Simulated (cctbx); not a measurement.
# Resonant diffraction in TbTl2Sb2

Space group P4/nmm (no. 129, origin choice 1), a = 4.8520 Å, b = 4.8520 Å, c = 11.6330 Å, α = 90.00°, β = 90.00°, γ = 90.00°.

```
atom  mult.    x    y       z  Ueq (Å²)
 Tl1      2  1/2  1/2       0    0.0097
 Tl2      2  1/2    0  0.6298    0.0065
 Tb1      2  1/2    0  0.2728    0.0157
 Sb1      2  1/2  1/2     1/2    0.0128
 Sb2      2    0  1/2  0.1507    0.0101
```

The model is made up (kin elements in a known structure type, no relaxation), so it says nothing on whether the phase exists.

Calculated with cctbx: free-atom f′ and f″ from the Sasaki tables, no fine structure; amplitudes in electrons.

| E (eV) | F 0 0 2 | F 1 1 3 | F 0 1 1 | F 1 1 2 |
| --- | --- | --- | --- | --- |
| 12058 | 78.5 | 19.4 | 57.3 | 340.9 |
| 12408 | 75.0 | 20.2 | 54.5 | 337.4 |
| 12538 | 72.3 | 20.8 | 52.3 | 334.5 |
| 12598 | 69.7 | 21.4 | 50.3 | 331.8 |
| 12628 | 67.2 | 21.9 | 48.4 | 329.0 |
| 12643 | 64.6 | 22.5 | 46.4 | 326.2 |
| 12650 | 62.4 | 23.0 | 44.7 | 323.7 |
| 12654 | 60.0 | 23.6 | 42.8 | 321.0 |
| 12662 | 60.0 | 23.4 | 42.5 | 321.8 |
| 12666 | 62.7 | 22.8 | 44.6 | 324.8 |
| 12673 | 65.1 | 22.2 | 46.4 | 327.4 |
| 12688 | 67.7 | 21.6 | 48.5 | 330.3 |
| 12718 | 70.3 | 21.0 | 50.4 | 333.2 |
| 12808 | 73.6 | 20.2 | 53.0 | 337.0 |
| 13058 | 77.0 | 19.4 | 55.6 | 340.9 |

**Question.** Which edge is crossed, and why do the reflections move as they do?

The L3 edge of Tl. The edge is at 12658 eV. f′ of Tl falls from -12.2 e at 12538 eV to -18.7 e at 4 eV below it, and f″ steps from 3.93 to 10.14 e across it. Over that approach |F| changes by -17 % (0 0 2), +13 % (1 1 3), -18 % (0 1 1) and -4 % (1 1 2): a reflection falls where Tl scatters in phase with the total and rises where it scatters against it; it hardly moves where the Tl term is small or cancels by symmetry. Above the edge the larger f″ enters the imaginary part, where it can add to or cancel the other atoms' f″. The structure is centrosymmetric, so Friedel mates stay equal.

[Logs are printed without paths, hosts, clocks, repeated set-up lines and the standing remarks that a program may print on its own settings, such as how far it seeks lower states.]
